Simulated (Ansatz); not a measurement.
# Dielectric function and optical constants of Al2Cu (Khatyrkite)

What colour and refractive index does Al2Cu (Khatyrkite) have at this level of theory?

Program: Ansatz 0.2.0. Level of theory: DFT, LDA, plane-wave PAW, default files, scalar-relativistic, independent-particle optical response without local fields. Results are calculated unless marked as measured.

**1. Starting point**

It takes space group I4/mcm (No. 140, tetragonal). Conventional cell: a = 6.067 Å, b = 6.067 Å, c = 4.877 Å, α = 90.00°, β = 90.00°, γ = 90.00°. Cu has 2 Cu at 2.44 Å and 8 Al at 2.59 Å nearest. Al has 4 Cu at 2.59 Å and 1 Al at 2.71 Å nearest. Farther neighbours are not listed.

Structure file:

```cif
data_structure
_symmetry_space_group_name_H-M 'I4/mcm'
_symmetry_Int_Tables_number 140
_cell_length_a 6.0670
_cell_length_b 6.0670
_cell_length_c 4.8770
_cell_angle_alpha 90.000
_cell_angle_beta 90.000
_cell_angle_gamma 90.000
_cell_volume 179.52
loop_
_atom_site_label
_atom_site_type_symbol
_atom_site_symmetry_multiplicity
_atom_site_Wyckoff_symbol
_atom_site_fract_x
_atom_site_fract_y
_atom_site_fract_z
_atom_site_occupancy
Cu1 Cu 4 a 0.00000 0.00000 0.75000 1
Al1 Al 8 h 0.15810 0.34190 0.50000 1
```

**2. Ground state and bands**

First the ground state: is it a metal or has it a gap?

This step: DFT, LDA, plane-wave PAW, default files, scalar-relativistic, ground state (Ansatz 0.2.0).

input.yaml reads:

```yaml
crystal:
  lattice:
    - [-3.0335, 3.0335, 2.4385]
    - [3.0335, -3.0335, 2.4385]
    - [3.0335, 3.0335, -2.4385]
  atoms:
    - { symbol: Cu, position: [0.25, 0.25, 0.0] }
    - { symbol: Cu, position: [0.75, 0.75, 0.0] }
    - { symbol: Al, position: [0.3419, 0.1581, 0.5] }
    - { symbol: Al, position: [0.8419, 0.3419, 0.1838] }
    - { symbol: Al, position: [0.6581, 0.8419, 0.5] }
    - { symbol: Al, position: [0.1581, 0.6581, 0.8162] }
kpoints:
  mp_grid: { grid: [6, 6, 6] }
  band_path:
    path:
      - [[0.0, 0.0, 0.0], [0.0, 0.0, 0.5], [-0.5, 0.5, 0.5], [0.0, 0.0, 0.0], [0.41154649, 0.41154649, -0.41154649], [0.25, 0.25, 0.25], [0.0, 0.5, 0.0], [-0.41154649, 0.58845351, 0.41154649], [-0.5, 0.5, 0.5]]
      - [[0.0, 0.0, 0.5], [0.25, 0.25, 0.25]]
    npoints: 5
scf:
  occupations: { method: fermi_dirac, width: 0.05 }
  n_extra_bands: 10
hamiltonian:
  xc: lda
  pseudopotentials: { kind: paw }
output:
  forces: true
  stress: true
  populations: true
  write_bands: true
```

Launch:

```sh
$ ansatz run input.yaml --threads 4 --pin off --max-ram 8192MiB --backend cpu --events-out ev --progress --plain --runs-dir out
```

Numbers of over 12 decimals in the logs are rounded to 6 here.

What it wrote:

```text
scf.n_extra_bands = 10 over 25 filled bands (N_el = 50.0): the run solves 35 bands
Engine: ansatz 0.2.0, x86_64-unknown-linux-gnu
Pseudopotentials: kind: paw
Pseudopotential: Cu, paw, valence charge 19, recommended cutoff 420 eV (normal), Cu.paw.azcp
Pseudopotential: Al, paw, valence charge 3, recommended cutoff 420 eV (normal), Al.paw.azcp
Functional definition: SPW92
  exchange = slater_x
  correlation = pw_c
Crystal: 6 atoms, lattice volume = 89.758 Å³
Basis set: ecut = 420 eV, 1729 PW (Γ)
Bands: 35, of which v1, the nominal top of the filled ones, is band 25 counted from 1 (24 counted from 0)
Symmetry: 16 space group operations
Space group: I4/mcm (ITA 140), of the structure as read, at distance tolerance 4.5e-5 Å
k-points: 30 of 216
Non-local potential: Cu, projectors of the file, l = 0: 3, l = 1: 2, l = 2: 3, l = 3: 1
Non-local potential: Al, projectors of the file, l = 0: 2, l = 1: 2, l = 2: 1
PAW form: soft (Blöchl's): semilocal exchange-correlation on the pseudo side does not see the compensation charge
PAW frozen core: Cu, regenerated for the run's functional, and the local potential with it (the file was generated under x = pbe(κ = 0.804, μ = 0.219515), c = pbe(β = 0.066725))
PAW frozen core: Al, regenerated for the run's functional, and the local potential with it (the file was generated under x = pbe(κ = 0.804, μ = 0.219515), c = pbe(β = 0.066725))
PAW one-centre angular grid: Cu, 590 points (default); XC on 64 Gauss nodes
PAW one-centre angular grid: Al, 110 points (default); XC on 64 Gauss nodes
Initial density: superposition of atomic densities (neutral atoms: chi_scale 0, normalization atom), corrected by the library's trained network
Initial wavefunctions: pseudopotential atomic-orbital guess
Functional: x = slater, c = lda
SCF iter   1: F=—  HF=-15164.036725 eV  |F-HF|=—  |Δ(HF+E_count)|=         —  Δρ=5.42e-3  dr2=2.62e-2  ethr=1.77e-3  ⟨swp⟩=6.6  Hψ=4858  notcnv=0  defer=26
preconditioner: auto → Kerker (q_TF=auto, 2.475 Å⁻¹)  [metal: Δε(μ)=0.026 eV  Ē_g=8.552 eV  σ=0.050 eV  W_gap=0.13  n_scr=16 (ndim 8)  ℏωp=22.9 eV  f_vac=0.000  D(μ)=2.57/eV (n_scr^D=16)]
SCF iter   2: F=—  HF=-15164.029343 eV  |F-HF|=—  |Δ(HF+E_count)|=   7.38e-3  Δρ=3.06e-3  dr2=1.67e-2  ethr=5.25e-5  ⟨swp⟩=2.1  Hψ=1900  notcnv=0  defer=73
SCF iter   3: F=—  HF=-15164.026145 eV  |F-HF|=—  |Δ(HF+E_count)|=   3.20e-3  Δρ=1.63e-3  dr2=3.63e-3  ethr=3.33e-5  ⟨swp⟩=1.1  Hψ=974  notcnv=0  defer=73
SCF iter   4: F=—  HF=-15164.024978 eV  |F-HF|=—  |Δ(HF+E_count)|=   1.17e-3  Δρ=1.87e-4  dr2=3.10e-5  ethr=7.26e-6  ⟨swp⟩=2.0  Hψ=1450  notcnv=0  defer=73
SCF iter   5: F=—  HF=-15164.024956 eV  |F-HF|=—  |Δ(HF+E_count)|=   2.18e-5  Δρ=9.73e-5  dr2=6.56e-6  ethr=6.20e-8  ⟨swp⟩=2.0  Hψ=1715  notcnv=0  defer=73
SCF iter   6: F=—  HF=-15164.024955 eV  |F-HF|=—  |Δ(HF+E_count)|=   1.08e-6  Δρ=1.47e-5  dr2=1.87e-7  ethr=1.31e-8  ⟨swp⟩=2.0  Hψ=1325  notcnv=0  defer=73
SCF iter   7: F=-15164.024955 eV  HF=-15164.024955 eV  |F-HF|=1.26e-8  |Δ(HF+E_count)|=   7.34e-8  Δρ=6.59e-6  dr2=3.09e-8  ethr=2.00e-10  ⟨swp⟩=9.2  Hψ=4643  notcnv=0
SCF 1 converged in 7 iterations: F = -15164.024955 eV  dr2 = 3.09e-8
  greatest PAW one-centre occupation: 1.000 electrons in one spin orbital (limit 2), on the Cu atom at site 1 (counted from 0), in its partial waves of l = 0
NSCF: frozen V_eff on 47 k-points
SCF converged after 7 iterations
Free energy (F): -15164.024955 eV
Harris-Foulkes:  -15164.024955 eV  (|F-HF|=1.26e-8)
Internal energy: -15164.005571 eV  (E = F + TS)
E sigma→0 (E₀):  -15164.015263 eV
Entropy (-TS):   -0.019384 eV (-3.231 meV/atom)
Fermi energy:    9.947424 eV
--- Per-component energies (eV) ---
  E_band       = -939.459921
  E_kinetic    = 692.174616
  E_local      = -12461.829184  (includes V_loc(G=0)·N_el)
  E_nonlocal   = 821.840115
  E_hartree    = 5632.186255
  E_xc         = -337.414490
  E_vxc        = -350.858802  (∫ρ·V_xc dr)
  E_paw        = -4951.128426  (= ΣΔE_a)
  E_vpaw       = -905.181949  (= ΣTr[D̂ρ^β])
  E_aug_tail   = 0.000425  (compensation charges beyond the density's cutoff)
  E_ewald      = -4560.957069
  E_core_change = 1.122186  (= ΣΔE_core)
  E_smearing   = -0.019384  (= −TS)
  E_closure    = -0.000000  (closes the sum)
  Σ components = -15164.024955   (vs F -15164.024955, Δ=0.00e0)
--- Forces (eV/Å), atoms counted from 1 ---
  atom   1  Cu     0.00000000     0.00000000     0.00000000
  atom   2  Cu     0.00000000    -0.00000000     0.00000000
  atom   3  Al     0.08398049    -0.08398049     0.00000000
  atom   4  Al    -0.08398049    -0.08398049     0.00000000
  atom   5  Al    -0.08398049     0.08398049     0.00000000
  atom   6  Al     0.08398049     0.08398049     0.00000000
  max |Σ_I F_I| component: 2.78e-17 eV/Å
--- Stress (GPa, compression-positive) ---
       -7.118161       0.000000       0.000000
        0.000000      -7.118161       0.000000
        0.000000       0.000000      -5.118921
  P = ⅓ Tr σ = -6.4517 GPa (-64.517 kbar)
--- Band table (eV; the first three rows and the last of 30) ---
  k-point 0: bands = [... 21 lower, 8.0445, 8.6944, 8.8957, 8.8957, 9.2642, 9.6003, 10.1458, 11.4539, ... 6 higher]
  k-point 1: bands = [... 21 lower, 8.2271, 8.2591, 8.6448, 9.0936, 9.2868, 10.7177, 11.1492, 12.0763, ... 6 higher]
  k-point 2: bands = [... 21 lower, 7.5827, 8.1163, 8.7635, 9.0653, 9.3190, 11.6430, 11.6719, 12.9249, ... 6 higher]
  k-point 29: bands = [... 21 lower, 6.8262, 6.8262, 8.2481, 12.5351, 12.9832, 12.9832, 13.3902, 13.9580, ... 6 higher]
--- Löwdin populations: 6 sites ---
  site symbol       q [e]
     0     Cu     18.3763
     1     Cu     18.3763
     2     Al      3.2303
     3     Al      3.2303
     4     Al      3.2303
     5     Al      3.2303
  spilling = 0.006525 (of n_electrons = 50.000000)
```

It took 5.8 s on 4 threads of Intel Xeon at 2.50GHz (Skylake/Cascade Lake), shared host; peak memory 0.45 GiB.

The column dr2 measures how far the density is from self-consistency, as an energy; F and HF (Harris–Foulkes) agree once it is small.

Numbers from this step:

| Quantity | Value |
| --- | --- |
| free energy | -15164.0250 eV |
| Fermi energy | 9.947 eV |
| electrons | 50 |
| symmetry operations | 16 |
| pressure | -6.452 GPa |
| volume | 89.76 Å³ |
| gap on the path | 0 eV |

There are states at the Fermi level within the smearing, so the occupations stay smeared and the carriers get a Drude term. The cell is left with a pressure of -6.5 GPa and forces up to 0.12 eV/Å, as it stands unrelaxed at this level.

Electronic bands along the path, in eV, zero at the Fermi level; # counts the bands kept:

```csv
point,#13,#14,#15,#16,#17,#18,#19,#20
Γ,-2.81,-1.90,-1.25,-1.05,-1.05,-0.68,-0.35,0.20
0.60 of the way,-2.29,-2.26,-1.98,-1.20,-0.85,-0.66,1.83,1.99
X,-2.72,-2.63,-1.34,-1.16,-0.94,-0.56,0.87,1.28
0.60 of the way,-3.12,-3.12,-2.96,-1.81,0.91,1.16,3.40,3.86
M,-3.24,-3.12,-3.12,-1.70,2.59,3.04,3.04,3.44
0.40 of the way,-3.12,-3.12,-2.10,-1.82,0.64,0.90,1.85,2.45
Γ,-2.81,-1.90,-1.25,-1.05,-1.05,-0.68,-0.35,0.20
0.60 of the way,-3.12,-3.12,-2.91,-0.76,-0.69,-0.69,0.25,3.58
Z,-3.21,-3.15,-3.15,-0.94,1.55,1.85,1.85,2.12
0.40 of the way,-3.33,-2.82,-2.62,-1.82,0.85,1.06,1.08,3.86
P,-3.64,-3.64,0.48,0.48,0.85,0.85,1.97,1.97
0.40 of the way,-3.52,-3.52,-0.71,-0.71,0.52,0.52,2.56,2.56
N,-2.98,-2.98,-2.49,-2.49,0.31,0.31,4.09,4.09
0.40 of the way,-3.27,-3.08,-2.05,-1.76,-1.19,1.69,2.52,2.98
Z1,-3.21,-3.15,-3.15,-0.94,1.55,1.85,1.85,2.12
0.40 of the way,-3.23,-3.13,-3.13,-1.44,2.11,2.46,2.46,2.69
M,-3.24,-3.12,-3.12,-1.70,2.59,3.04,3.04,3.44
jump to X,-2.72,-2.63,-1.34,-1.16,-0.94,-0.56,0.87,1.28
0.40 of the way,-3.25,-3.21,-0.87,-0.82,0.58,0.96,1.07,1.44
P,-3.64,-3.64,0.48,0.48,0.85,0.85,1.97,1.97
```

**3. Spectrum**

The spectrum is a sum over vertical transitions between filled and empty bands at the fixed density, so many empty bands are needed.

This step: DFT, LDA, plane-wave PAW, default files, scalar-relativistic, independent-particle optical response without local fields (Ansatz 0.2.0).

input.yaml, the sections that differ from step 2:

```yaml
kpoints:
  mp_grid: { grid: [6, 6, 6] }
scf:
  occupations: { method: fermi_dirac, width: 0.05 }
output:
  optics:
    e_range: [0, 14]
    de: 0.05
    sigma: 0.1
    drude_damping: 0.05
    nscf_kmesh: { grid: [8, 8, 8] }
    bands: { spectra_wanted_up_to: 14 }
# crystal, hamiltonian: as in step 2
```

What it wrote:

```text
[...]
Crystal: 6 atoms, lattice volume = 89.758 Å³
Basis set: ecut = 420 eV, 1729 PW (Γ)
Bands: 31, of which v1, the nominal top of the filled ones, is band 25 counted from 1 (24 counted from 0)
[... 1 set-up line as in the run before ...]
[...]
k-points: 30 of 216
[...]
SCF iter   1: F=—  HF=-15164.036284 eV  |F-HF|=—  |Δ(HF+E_count)|=         —  Δρ=5.27e-3  dr2=2.53e-2  ethr=1.77e-3  ⟨swp⟩=8.0  Hψ=4671  notcnv=0  defer=1
[...]
SCF iter  10: F=-15164.024955 eV  HF=-15164.024955 eV  |F-HF|=3.64e-12  |Δ(HF+E_count)|=  4.73e-11  Δρ=3.21e-8  dr2=1.75e-12  ethr=1.00e-12  ⟨swp⟩=4.6  Hψ=3130  notcnv=0
SCF 1 converged in 10 iterations: F = -15164.024955 eV  dr2 = 1.75e-12
[...]
NSCF: frozen V_eff on 59 k-points
output.optics: what the bands over the 60 summed would add to eps1, eps2 and the energy-loss function is held between a lower and an upper bound (10 Lanczos steps). eps1, eps2 and their loss function (loss_summed_bands) are given on every row as the summed bands alone make them. Along an axis, on a row where the two bounds hold the loss function to about 1 % of the greater of itself and 0.5 % of |1/eps|, its cell (loss_completed) is given, with the completed eps1 and eps2 that it is formed of (a cell that is left empty reads nan in the table and null in the record). The two bounds hold it so along every axis on all 280 rows up to 14.000 eV. [rest of the remark cut]
SCF converged after 10 iterations
Free energy (F): -15164.024955 eV
[...]
Internal energy: -15164.005571 eV  (E = F + TS)
E sigma→0 (E₀):  -15164.015263 eV
Entropy (-TS):   -0.019384 eV (-3.231 meV/atom)
Fermi energy:    9.947428 eV
[...]
--- Band table (eV; the first three rows and the last of 30) ---
  k-point 0: bands = [... 21 lower, 8.0445, 8.6944, 8.8957, 8.8957, 9.2641, 9.6003, 10.1458, 11.4539, ... 2 higher]
  k-point 1: bands = [... 21 lower, 8.2271, 8.2591, 8.6448, 9.0936, 9.2868, 10.7177, 11.1492, 12.0763, ... 2 higher]
  k-point 2: bands = [... 21 lower, 7.5827, 8.1163, 8.7635, 9.0653, 9.3189, 11.6430, 11.6719, 12.9249, ... 2 higher]
  k-point 29: bands = [... 21 lower, 6.8261, 6.8261, 8.2481, 12.5351, 12.9832, 12.9832, 13.3902, 13.9580, ... 2 higher]
```

The job ended after 2 min (4 threads; peak memory 1.7 GiB; 7.4 min of CPU time).

Read-outs, printed or worked out from the files:

| Property | Result |
| --- | --- |
| main peak of the optical conductivity above 1 eV, first axis | 2.054 eV |
| Drude plasma energy, first axis | 8.668 eV |
| bands summed | 60 |
| spectra valid up to | 19.82 eV |
| program's estimate of the k-sum error in Im epsilon | 0.34 % |
| electrons in the f-sum | 19.33 |

The Im ε by photon energy; read off at these points:

```csv
photon energy (eV),E ∥ x or y,E ∥ z
0.500,65.1,91.0
0.750,35.8,34.8
1.000,24.5,16.7
1.250,14.9,16.7
1.500,19.6,40.7
1.650,33.0,45.8
1.750,43.2,35.5
2.000,51.2,17.3
2.250,37.6,15.3
2.500,23.1,16.8
2.750,17.0,13.7
3.000,12.3,9.66
3.250,9.54,8.41
3.500,7.78,7.52
3.750,6.12,6.84
4.000,5.07,5.90
4.250,4.63,5.20
4.500,4.67,4.54
4.750,3.96,3.93
5.000,3.51,3.52
5.250,3.10,3.13
5.500,2.75,2.80
5.750,2.50,2.58
6.000,2.30,2.43
6.250,2.12,2.20
6.500,1.99,1.97
6.750,1.86,1.68
7.000,1.70,1.54
7.250,1.55,1.5
7.500,1.45,1.53
7.750,1.36,1.64
8.000,1.30,1.45
8.250,1.30,1.28
8.500,1.31,1.22
8.750,1.19,1.11
9.000,1.11,1.01
9.250,1.07,1.01
9.500,1.00,1.00
9.750,0.934,0.986
10.000,0.919,0.942
10.250,0.906,0.891
10.500,0.879,0.837
10.750,0.841,0.808
11.000,0.809,0.802
11.250,0.756,0.808
11.500,0.725,0.794
11.750,0.694,0.747
12.000,0.627,0.693
12.250,0.559,0.675
12.500,0.524,0.643
12.750,0.522,0.616
13.000,0.546,0.614
13.250,0.521,0.588
13.500,0.487,0.538
13.750,0.463,0.498
14.000,0.465,0.476
```

Re ε against photon energy:

```csv
photon energy (eV),E ∥ x or y,E ∥ z
0.5,-298,-375
1.0,-63.1,-83.4
1.5,-3.36,-21.8
2.0,-13.9,-29.7
2.5,-26.9,-16.7
3.0,-20.2,-16.0
3.5,-14.7,-11.7
4.0,-10.7,-9.63
4.5,-8.20,-7.92
5.0,-6.78,-6.43
5.5,-5.55,-5.26
6.0,-4.52,-4.37
6.5,-3.74,-3.76
7.0,-3.18,-2.96
7.5,-2.64,-2.29
8.0,-2.16,-2.22
8.5,-1.88,-1.86
9.0,-1.61,-1.54
9.5,-1.40,-1.25
10.0,-1.14,-1.09
10.5,-1.00,-0.924
11.0,-0.881,-0.738
11.5,-0.754,-0.645
12.0,-0.675,-0.567
12.5,-0.494,-0.458
13.0,-0.358,-0.366
13.5,-0.301,-0.329
14.0,-0.203,-0.221
```

Refractive index n and extinction k against photon energy:

```csv
photon energy (eV),"n, E ∥ x or y","k, E ∥ x or y","n, E ∥ z","k, E ∥ z"
0.5,1.87,17.4,2.33,19.5
1.0,1.51,8.09,0.910,9.18
1.5,2.88,3.41,3.49,5.83
2.0,4.43,5.78,1.53,5.66
2.5,2.07,5.59,1.87,4.50
3.0,1.31,4.68,1.16,4.16
3.5,0.982,3.96,1.05,3.58
4.0,0.754,3.36,0.912,3.23
4.5,0.785,2.97,0.777,2.92
5.0,0.653,2.69,0.671,2.62
5.5,0.567,2.42,0.591,2.37
6.0,0.525,2.19,0.562,2.16
6.5,0.498,2.00,0.493,2.00
7.0,0.462,1.84,0.433,1.77
7.5,0.432,1.68,0.482,1.59
8.0,0.425,1.53,0.463,1.56
8.5,0.453,1.44,0.426,1.43
9.0,0.416,1.34,0.389,1.30
9.5,0.401,1.25,0.421,1.19
10.0,0.403,1.14,0.418,1.13
10.5,0.407,1.08,0.402,1.04
11.0,0.397,1.02,0.419,0.956
11.5,0.382,0.949,0.434,0.913
12.0,0.351,0.894,0.405,0.855
12.5,0.336,0.779,0.407,0.790
13.0,0.384,0.711,0.418,0.735
13.5,0.368,0.661,0.388,0.693
14.0,0.390,0.596,0.389,0.611
```

Table of reflectivity at normal incidence by photon energy; read off at these points:

```csv
photon energy (eV),E ∥ x or y (%),E ∥ z (%)
0.50,97.6,97.6
0.75,95.0,97.0
1.00,91.6,95.9
1.25,86.1,87.6
1.50,56.8,74.2
1.75,64.0,83.3
2.00,71.8,84.1
2.25,78.5,79.1
2.50,79.6,73.7
2.75,80.2,79.3
3.00,80.7,78.9
3.25,80.2,77.1
3.50,80.0,75.3
3.75,79.9,74.4
4.00,79.0,74.2
4.25,76.1,73.6
4.50,73.8,73.4
4.75,74.5,73.1
5.00,73.7,72.3
5.25,73.5,71.8
5.50,72.8,71.0
5.75,71.6,69.6
6.00,70.5,68.5
6.25,69.3,68.1
6.50,68.0,68.3
6.75,67.2,68.8
7.00,66.6,66.7
7.25,65.9,63.7
7.50,64.6,59.2
7.75,63.0,57.8
8.00,61.1,59.6
8.25,58.0,59.7
8.50,56.8,58.1
8.75,57.4,58.2
9.00,56.1,57.0
9.25,54.9,53.4
9.50,54.5,51.1
9.75,53.4,49.9
10.00,50.8,49.0
10.25,49.3,48.3
10.50,48.3,47.3
10.75,47.5,45.1
11.00,46.9,42.7
11.25,46.5,40.8
11.50,45.6,39.9
11.75,45.2,40.4
12.00,46.5,40.1
12.25,46.2,38.6
12.50,43.8,37.5
12.75,40.1,36.1
13.00,36.5,34.5
13.25,37.2,34.5
13.50,36.2,35.5
13.75,34.3,33.7
14.00,31.8,32.4
```

Table of loss function −Im 1/ε at q → 0 by energy loss; read off at these points:

```csv
energy loss (eV),E ∥ x or y,E ∥ z
0.5,7.0e-4,6.1e-4
1.0,0.00534,0.00231
1.5,0.0495,0.0191
2.0,0.0182,0.0147
2.5,0.0184,0.0299
3.0,0.0221,0.0277
3.5,0.0280,0.0389
4.0,0.0361,0.0463
4.5,0.0524,0.0544
5.0,0.0601,0.0654
5.5,0.0716,0.0789
6.0,0.0893,0.0973
6.5,0.111,0.110
7.0,0.131,0.138
7.5,0.160,0.202
8.0,0.204,0.206
8.5,0.250,0.247
9.0,0.289,0.298
9.5,0.337,0.391
10.0,0.428,0.452
10.5,0.494,0.538
11.0,0.566,0.675
11.5,0.662,0.759
12.0,0.738,0.865
12.5,1.01,1.03
13.0,1.28,1.20
13.5,1.48,1.35
14.0,1.81,1.73
```

Optical constants at common wavelengths, from n + ik = √ε:

```csv
wavelength (nm),n xy,k xy,R (%) xy,1/α xy,n z,k z,R (%) z,1/α z
1550,1.62,10.354,94.3,12 nm,1.15,12.215,97.0,10 nm
633,4.57,5.605,70.7,9.0 nm,1.56,5.863,84.7,8.6 nm
450,1.64,5.122,80.2,7.0 nm,1.44,4.694,79.4,7.6 nm
405,1.25,4.570,80.7,7.1 nm,1.15,4.071,78.3,7.9 nm
365,1.05,4.075,79.9,7.1 nm,1.06,3.677,76.1,7.9 nm
308,0.75,3.329,78.8,7.4 nm,0.91,3.217,74.1,7.6 nm
193,0.50,2.023,68.4,7.6 nm,0.51,2.025,68.2,7.6 nm
```

A polished face would reflect 78 % of daylight and look near white (CIE x = 0.309, y = 0.327 under D65).

**4. What came out**

| Property | Result |
| --- | --- |
| gap on the path | 0 eV |
| main peak of the optical conductivity above 1 eV, first axis | 2.05 eV |
| Drude plasma energy, first axis | 8.67 eV |

What this shows: At this level (LDA, independent particles) Al2Cu is a metal with a Drude plasma energy of 8.7 eV along x, 8.7 eV along y and 9.5 eV along z; it reflects 79 % at 550 nm for E ∥ x. Along x the bare Drude plasma energy is 8.7 eV; Re ε first rises through zero at 1.54 eV, far lower, because interband transitions screen the carriers. Im ε is 22 there, so the loss peak at that energy is weak. A polished face would reflect 78 % of daylight and look near white (CIE x = 0.309, y = 0.327 under D65). In the base run ε includes the program's bounded estimate of what the bands above those summed add. The carriers' damping of 0.05 eV is typed, not computed; at 0.8 eV the carriers give 22 % of Im ε along the first axis; the rest comes from the sum over bands, which at low energy also holds close bands and the noise of the mesh. The Fermi-Dirac width of 0.05 eV acts as an electron temperature of 580 K in the carriers' term.

[Logs are printed without paths, hosts, clocks, repeated set-up lines and the standing remarks that a program may print on its own settings, such as how far it seeks lower states.]

[Hosts, paths, dates, database ids (printed as entryN), source tags and the programs' standing remarks are cut or masked in the printed files.]
